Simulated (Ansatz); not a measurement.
Planning a GW calculation on GaAs (F-43m).

It takes space group F-43m (No. 216, cubic). Conventional cell: a = 5.654 Å, b = 5.654 Å, c = 5.654 Å, α = 90.00°, β = 90.00°, γ = 90.00°. Nearest to Ga lie 4 As at 2.45 Å. As has 4 Ga at 2.45 Å nearest. Farther neighbours are not listed.

```cif
data_structure
_symmetry_space_group_name_H-M 'P 1'
_symmetry_Int_Tables_number 1
_cell_length_a 3.9978
_cell_length_b 3.9978
_cell_length_c 3.9978
_cell_angle_alpha 60.000
_cell_angle_beta 60.000
_cell_angle_gamma 60.000
_cell_volume 45.18
loop_
_atom_site_label
_atom_site_type_symbol
_atom_site_fract_x
_atom_site_fract_y
_atom_site_fract_z
_atom_site_occupancy
Ga1 Ga 0.00000 0.00000 0.00000 1
As2 As 0.25000 0.25000 0.25000 1
```

The cell and positions come from the Crystallography Open Database and are kept as given unless a step says otherwise.

Runs so far (Ansatz 0.2.0, start PBE, hard PAW files, 8×8×8 mesh). Times are wall times on 1 × NVIDIA H100 80GB HBM3 (shared by 6 runs) with 3 threads of AMD EPYC 7R13 (Zen 3), shared host, good to a factor of about two.

```
bands summed  cutoff (eV)  gap on the mesh (eV)   time
         206          150                 1.232   76 s
         423          250                 1.224  3 min
```

Question: What should the next rung give, with 777 bands and screening to 380 eV, and where is the limit?

The error falls about as one over the bands when the cutoff rises with them. A line through the two highest rungs given predicts 1.220 eV; the run gave 1.220 eV, close to it. The two highest rungs put the limit near 1.216 eV, the pair below near 1.216 eV; their difference is a rough measure of what is unsettled in bands and cutoff; the mesh is a separate error.

Gaps are over the mesh's points; an edge off the mesh would be missed. Limits: not at the basis limit; mesh may overstate the screening; no spin-orbit coupling; coarse k mesh.

[Paths, hosts, dates, memory and timing lines, banners, echoed tables and standing remarks are left out of the program output.]

[Logs are printed without paths, hosts, clocks, repeated set-up lines and the standing remarks that a program may print on its own settings, such as how far it seeks lower states.]

[Runs of the session that timed out or met a known fault of the program may be left out.]

[Cells called generated may have been cut or substituted from an entry of the Crystallography Open Database or the Materials Project.]

[Hosts, paths, dates, database ids (printed as entryN), source tags and the programs' standing remarks are cut or masked in the printed files.]
